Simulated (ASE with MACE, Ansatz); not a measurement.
# Boundary energy of (20-21) twin boundary in hcp Co (80 atoms)

What is the boundary energy of this cell, counted against the bulk crystal, and how far does it hang on functional and mesh?

Calculated with Ansatz 0.2.0: Kohn-Sham DFT, PBE, PAW (set soft_2), plane waves; cutoff 420 eV, fermi-dirac smearing of 0.1 eV, spin polarised, started with 80 parallel moments, ending at 129.9 μB in the cell. Cutoffs: 420 eV for PBE and PBEsol; 500 eV for r2SCAN.

**The cells**

The cell holds 80 atoms: 80 Co. Its edges and angles: a = 8.436 Å, b = 4.980 Å, c = 20.950 Å, α = 90.0°, β = 90.0°, γ = 98.5°. It derives from Co. The starting structure: Two grains of Co, one the mirror image of the other in the boundary plane, two boundaries a cell; of 6 trial joints (lateral shifts, openings, close atoms taken out) the lowest after a short relaxation with the MACE-MP-0b2 potential was kept (shift [0.5, 0.0] of the surface cell, opening 0.87 Å, one of each pair under 1.74 Å removed), then its atoms and the cell's length along the normal were relaxed with that potential. Lattice constants are starting values near those of PBE.

The bulk reference is Co2 in a cell of 2 atoms, 10.819 Å³ an atom.

The input of the single point on the relaxed cell:

```yaml
crystal:
  lattice:
    - [8.43586, 0.0, 0.0]
    - [-0.73497, 4.92547, 0.0]
    - [0.0, 0.0, 20.94993]
  atoms:
    - { symbol: Co, position: [0.53292, 0.42372, 0.00536], spin: 1.7 }
    - { symbol: Co, position: [0.78703, 0.22558, 0.00572], spin: 1.7 }
    - { symbol: Co, position: [0.07022, 0.24354, 0.05198], spin: 1.7 }
    - { symbol: Co, position: [0.32032, 0.06489, 0.06111], spin: 1.7 }
    [... 74 atom lines left out ...]
    - { symbol: Co, position: [0.83593, 0.80516, 0.50572], spin: 1.7 }
    - { symbol: Co, position: [0.09004, 0.60702, 0.50536], spin: 1.7 }
magnetization:
  spin_polarized: true
kpoints:
  mp_grid: { grid: [4, 7, 2] }
hamiltonian:
  xc: pbe
scf:
  occupations: { method: fermi_dirac, width: 0.1 }
  lower_state_search: "off"
output:
  forces: true
  stress: true
  populations: true
  dos:
    method: { smearing: { sigma: 0.08 } }
    de: 0.1
    projected:
      site_lists:
        Co: [Co]
        lower_grain: [... 40 sites ...]
        upper_grain: [... 40 sites ...]
  eigenvalues: true
  write_density: true
  write_potential: true
  volumetric_format: npy
```

| cell | formula | k-mesh | relaxation steps | gain on relaxing (eV) | free energy, PBE (eV) | moment (μB) | time of its runs on this page |
| --- | --- | --- | --- | --- | --- | --- | --- |
| (20-21) twin boundary in hcp Co | Co80 | 4×7×2 (relaxed on 3×5×1) | 3 | 0.08 | -410089.825 | 129.9 | 6.1 min |
| bulk Co | Co2 | 26×26×14 | - | - | -10252.333 | 3.2 | 50 s |

**Boundary energy**

The excess is the cell's free energy less 40 times that of the bulk cell. It is divided by twice the area, as the cell holds two boundaries, so the value is their mean, and they need not be alike (41.55 Å²), with 1 eV/Å² = 16.022 J/m².

| level | k-mesh | excess (eV) | boundary energy (J/m²) | per area (meV/Å²) |
| --- | --- | --- | --- | --- |
| PBE | 4×7×2 | 3.497 | 0.674 | 42.1 |
| PBE, denser mesh | 6×9×2 | 3.463 | 0.668 | 41.7 |
| r2SCAN | 4×7×2 | 2.606 | 0.502 | 31.4 |
| PBEsol | 4×7×2 | 3.733 | 0.720 | 44.9 |

Worked for the first row at PBE: (-410089.825) − 40 × (-10252.333) = 3.497 eV (from unrounded energies).

Then 3.497 / (2 × 41.55) × 16.022 = 0.674 J/m².

**Neighbours**

Bonds by pair of elements; cutoffs follow the first minimum of g(r), held within bounds set by covalent radii, and pairs that aren't listed don't count as bonded:

| pair A-B | cutoff (Å) | bonds | mean length (Å) | spread (Å) | shortest (Å) | B about A | A about B |
| --- | --- | --- | --- | --- | --- | --- | --- |
| Co-Co | 3.12 | 484 | 2.50 | 0.098 | 2.3 | 12.1 | 12.1 |

How many atoms have how many bonded neighbours:

| element | mean | 12 | 13 |
| --- | --- | --- | --- |
| Co | 12.1 | 72 | 8 |

**Findings**

At PBE the boundary energy is 0.67 J/m². At the same geometries the levels give 0.50 (r2SCAN) to 0.72 J/m² (PBEsol) and the denser mesh leaves it within 0.01 J/m². Relaxing the atoms lowered it by 0.016 J/m² from the start (on the 3×5×1 mesh of the relaxation), and the farthest atom moved 0.06 Å. By these cutoffs 8 of 80 Co atoms differ from the commonest count of 12.

Limits: The cell edges were held, so the lattice is the typed one for every functional, and the length along the normal is the one that the machine-learned potential gave. Cell and bulk are sampled on unlike meshes, and the error grows with the number of atoms subtracted. These are free energies under a smearing of 0.1 eV, whose entropy term isn't removed. The joint was picked among a few trials by a machine-learned potential, and a lower one may exist. The run was spin polarised, started with 80 parallel moments, ending at 129.9 μB in the cell; that starting order needn't be the real material's, and it bears on forces, charges and levels. In some runs the program notes that positions were snapped to a detected symmetry. Spin-polarised runs here had the search for other magnetic states switched off.

[Logs are printed without paths, hosts, clocks, repeated set-up lines and the standing remarks that a program may print on its own settings, such as how far it seeks lower states.]

[Hosts, paths, dates, database ids (printed as entryN), source tags and the programs' standing remarks are cut or masked in the printed files.]
